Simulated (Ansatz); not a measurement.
# GaAs wire along [110], 8 atoms a period, H-terminated: bands by functional and under strain, part 4 of 4

What gap, if any, does the GaAs wire along [110], 8 atoms a period, H-terminated have, and how does it change with the functional and under strain?

Ansatz 0.2.0; DFT PBE, plane waves, PAW; relaxation of a wire's period (the session's first sound run).

So far, band gap (eV): step 3 (the perfect wire, PBE) 1.36; step 6 (r2SCAN PBE, cutoff 500 eV, k-mesh 1×1×15) 1.64; step 8 (PBE spin-orbit, k-mesh 1×1×13) 1.35; step 9 (relaxing the atoms, period over the relaxed period 1.06, k-mesh …, PBE) 1.37; step 10 (relaxing the atoms, period over the relaxed period 1.1, k-mesh …, PBE) 1.27.

### Step 12. A repeat with changed settings

This step: DFT LDA, plane waves, PAW; bands of a perfect wire at the PBE geometry; changed: kpoints.mp_grid.grid = [1, 1, 8], magnetization = {"spin_polarized": true} (Ansatz 0.2.0).

The atoms of the band run (LDA) are kept and the input is varied, to see whether the result depends on it.

input.yaml

```yaml
crystal:
  lattice:
    - [15.795, 0.0, 0.0]
    - [0.0, 13.446, 0.0]
    - [0.0, 0.0, 4.1444656179]
  atoms:
    - { symbol: H, position: [0.405019767, 0.245033809, 0.0], spin: 1.0 }
    - { symbol: Ga, position: [0.449009037, 0.349269119, 0.0], spin: -4.0 }
    - { symbol: H, position: [0.22492104, 0.603003565, 0.5], spin: 1.0 }
    - { symbol: H, position: [0.22492104, 0.396996435, 0.5], spin: -1.0 }
    - { symbol: Ga, position: [0.271209671, 0.5, 0.5], spin: -0.5 }
    - { symbol: As, position: [0.541071477, 0.645912801, 0.5], spin: -0.5 }
    - { symbol: As, position: [0.541071477, 0.354087199, 0.5], spin: 1.0 }
    - { symbol: H, position: [0.603408082, 0.732729074, 0.5], spin: 0.5 }
    - { symbol: H, position: [0.603408082, 0.267270926, 0.5], spin: 1.0 }
    - { symbol: Ga, position: [0.631350472, 0.5, 0.5], spin: 0.5 }
    - { symbol: As, position: [0.364117334, 0.5, 0.0], spin: -2.0 }
    - { symbol: H, position: [0.405019767, 0.754966191, 0.0], spin: 2.0 }
    - { symbol: Ga, position: [0.449009037, 0.650730881, 0.0], spin: -4.0 }
    - { symbol: As, position: [0.721377865, 0.5, 0.0], spin: 4.0 }
    - { symbol: H, position: [0.784636397, 0.585138347, 0.0], spin: 4.0 }
    - { symbol: H, position: [0.784636397, 0.414861653, 0.0], spin: -4.0 }
kpoints:
  mp_grid: { grid: [1, 1, 8] }
  band_path: { path: ["Γ", Z], npoints: 50 }
scf:
  occupations: { method: fermi_dirac, width: 0.05 }
hamiltonian:
  xc: lda
magnetization:
  spin_polarized: true
```

The run is started by

```bash
$ ansatz run input.yaml --threads 4 --pin off --max-ram 16384MiB --backend cpu --events-out ev --progress --plain --runs-dir out
```

Numbers of over 12 decimals in the logs are rounded to 6 here.

The program printed:

```text
[...]
Crystal: 16 atoms, lattice volume = 880.200 Å³
Basis set: ecut = 420 eV, 17177 PW (Γ)
Bands: 92, of which v1, the nominal top of the filled ones, is band 60 counted from 1 (59 counted from 0)
Symmetry: 2 space group operations
[...]
k-points: 5 of 8
[...]
Starting moments: Σ|m| = 31 μB on 16 of 16 sites
[...]
SCF iter   1: F=—  HF=-34035.192083 eV  |F-HF|=—  |Δ(HF+E_count)|=         —  Δρ=1.09e-1 (↑1.07e-1 ↓1.09e-1)  dr2=7.53e0  dr2_m=9.28e1  M=0.000 μB ∫|m|=2.184 μB  β_m=0.30  ethr=3.10e-3  ⟨swp⟩=6.1  Hψ=4105  notcnv=0  defer=101
[...]
spin=Collinear: Resta preconditioning applied to the charge; magnetization (m = ρ↑ − ρ↓) channel mixes plain (no charge-response kernel on spin).
SCF iter   2: F=—  HF=-34040.083133 eV  |F-HF|=—  |Δ(HF+E_count)|=    4.89e0  Δρ=7.65e-2 (↑7.62e-2 ↓7.65e-2)  dr2=2.78e0  dr2_m=4.64e1  M=0.000 μB ∫|m|=1.601 μB  β_m=0.30  ethr=3.10e-3  ⟨swp⟩=2.4  Hψ=1240  notcnv=0  defer=260
[...]
SCF iter   7: F=—  HF=-34045.587191 eV  |F-HF|=—  |Δ(HF+E_count)|=   2.37e-1  Δρ=1.35e-2 (↑1.35e-2 ↓1.34e-2)  dr2=6.56e-5  dr2_m=1.46e0  M=0.000 μB ∫|m|=0.410 μB  β_m=0.30  ethr=4.85e-7  ⟨swp⟩=3.1  Hψ=1586  notcnv=0  defer=255
[...]
spin-set hold released at iteration 7 (site moments contracting): the magnetisation degrees of freedom join the quasi-Newton model from the next iteration; the mixer history was flushed
SCF iter   8: F=—  HF=-34045.714348 eV  |F-HF|=—  |Δ(HF+E_count)|=   1.27e-1  Δρ=9.56e-3 (↑9.56e-3 ↓9.53e-3)  dr2=4.51e-5  dr2_m=7.35e-1  M=0.000 μB ∫|m|=0.316 μB  β_m=0.65  ethr=5.47e-8  ⟨swp⟩=3.9  Hψ=1771  notcnv=0  defer=255
[...]
SCF iter  18: F=-34045.867000 eV  HF=-34045.867000 eV  |F-HF|=3.64e-11  |Δ(HF+E_count)|=  7.28e-12  Δρ=3.17e-8 (↑3.12e-8 ↓3.17e-8)  dr2=6.89e-12  dr2_m=7.14e-12  M=0.000 μB ∫|m|=0.000 μB  ethr=1.00e-12  ⟨swp⟩=1.0  Hψ=1625  notcnv=0
SCF 1 converged in 18 iterations: F = -34045.867000 eV  dr2 = 6.89e-12
[...]
WARN: the starting moments were not kept: the SCF closed with an absolute magnetisation of 3.6e-6 μB, where they sum to 31 μB in size (16 sites). That is at most 0.1 of that sum. Measured as dr2_m measures the in/out step, that magnetisation stands 5.8e-13 eV from none, at or under the dr2_threshold of 1.0e-7 eV: it is no larger than a step whose dr2_m would equal this threshold. The system may hold no moment; this S [...]
[...]
SCF converged after 18 iterations
Magnetization: 0.0000 μB (60.0000 up, 60.0000 down)
Absolute magnetization: 0.0000 μB (∫|ρ↑−ρ↓|, with the PAW one-centre terms)
[...]
Per-site moments (μB) at R_I (Å): [(7.467614608241464e-8, 0.645282), (-1.1489579551785026e-8, 0.645282), (7.286663904273805e-8, 0.646025), (-9.329818554907453e-8, 0.646025), (3.998724047715031e-9, 0.646025), (-1.2428062596187667e-8, 0.629939), (-4.70478498900662e-8, 0.629939), (1.8117511942640256e-8, 0.629939), (6.724792728596052e-10, 0.629939), (7.653875020058051e-8, 1.000478), (3.339757936744798e-8, 1.002429), (1.3377677375598396e-7, 0.645282), (-4.174469820718877e-9, 0.645282), (-1.1893555738603324e-8, 0.626788), (-2.5502460566506226e-7, 0.626788), (1.3671557007508825e-7, 0.626788)]
Free energy (F): -34045.867000 eV
[...]
Internal energy: -34045.866998 eV  (E = F + TS)
E sigma→0 (E₀):  -34045.866999 eV
Entropy (-TS):   -0.000001 eV (-0.000 meV/atom)
Fermi energy:    -1.663585 eV
[...]
--- Band table (eV; the first three rows and the last of 10) ---
  k-point 0 ↑: bands = [... 56 lower, -3.3277, -3.2696, -3.0855, -2.2992, -1.0282, -0.2523, -0.1416, 0.4062, ... 28 higher]
  k-point 1 ↑: bands = [... 56 lower, -3.6118, -3.2799, -3.1823, -2.6127, -0.3447, 0.2912, 0.4369, 0.8760, ... 28 higher]
  k-point 2 ↑: bands = [... 56 lower, -3.7999, -3.5834, -3.3784, -2.9020, 0.2233, 0.4355, 0.5193, 0.9380, ... 28 higher]
  k-point 4 ↓: bands = [... 56 lower, -3.8207, -3.7426, -3.6764, -3.5758, 0.0337, 0.3298, 0.5715, 0.6845, ... 28 higher]
```

The job ended after 6.1 min (4 threads of Arm Neoverse N1, shared host; peak memory 4.5 GiB; 24 min of CPU time).

Residual by cycle:

cycle, log10 residual and a bar from the least value:
```
        1        0.9 ##############################
        3       -0.6 ##########################
        4       -1.7 ########################
        6       -3.2 ####################
        7       -4.2 #################
        9       -3.6 ###################
       10       -3.3 ####################
       12       -5.2 ###############
       13       -6.1 ############
       15       -8.4 #######
       16      -10.2 ##
       18      -11.2
```

The run finished with changed settings (kpoints.mp_grid.grid = [1, 1, 8] and magnetization = {"spin_polarized": true}); it serves as a test.

### Step 13. Summary of results

- cell length, PBE: 4.144 Å
- gap, PBE: 1.36 eV
- gap, LDA: 1.27 eV
- gap, PBEsol: 1.33 eV
- gap, r2SCAN: 1.64 eV
- gap, with spin-orbit coupling: 1.35 eV
- gap, period scaled by 1.06: 1.37 eV
- gap, period scaled by 1.1: 1.27 eV

**Reading.** Under PBE the cell's length is 4.14 Å, and a gap of 1.36 eV makes it a semiconductor. At the relaxed period the wire is gapped under every functional, from 1.27 eV (LDA) to 1.64 eV (r2SCAN). Weak screening in one dimension makes quasiparticle gaps larger than the semilocal gaps, as a rule. Strain matters: under PBE the gap goes from 1.36 eV to 1.37 eV at 1.06 times the period and 1.27 eV at 1.1 times the period. Plain hydrogen on a compound's surface is a simple closure: it may leave surface states, and facets that end in unlike atoms put a field across the wire, both of which shrink the gap.

[Logs are printed without paths, hosts, clocks, repeated set-up lines and the standing remarks that a program may print on its own settings, such as how far it seeks lower states.]

[Hosts, paths, dates, database ids (printed as entryN), source tags and the programs' standing remarks are cut or masked in the printed files.]
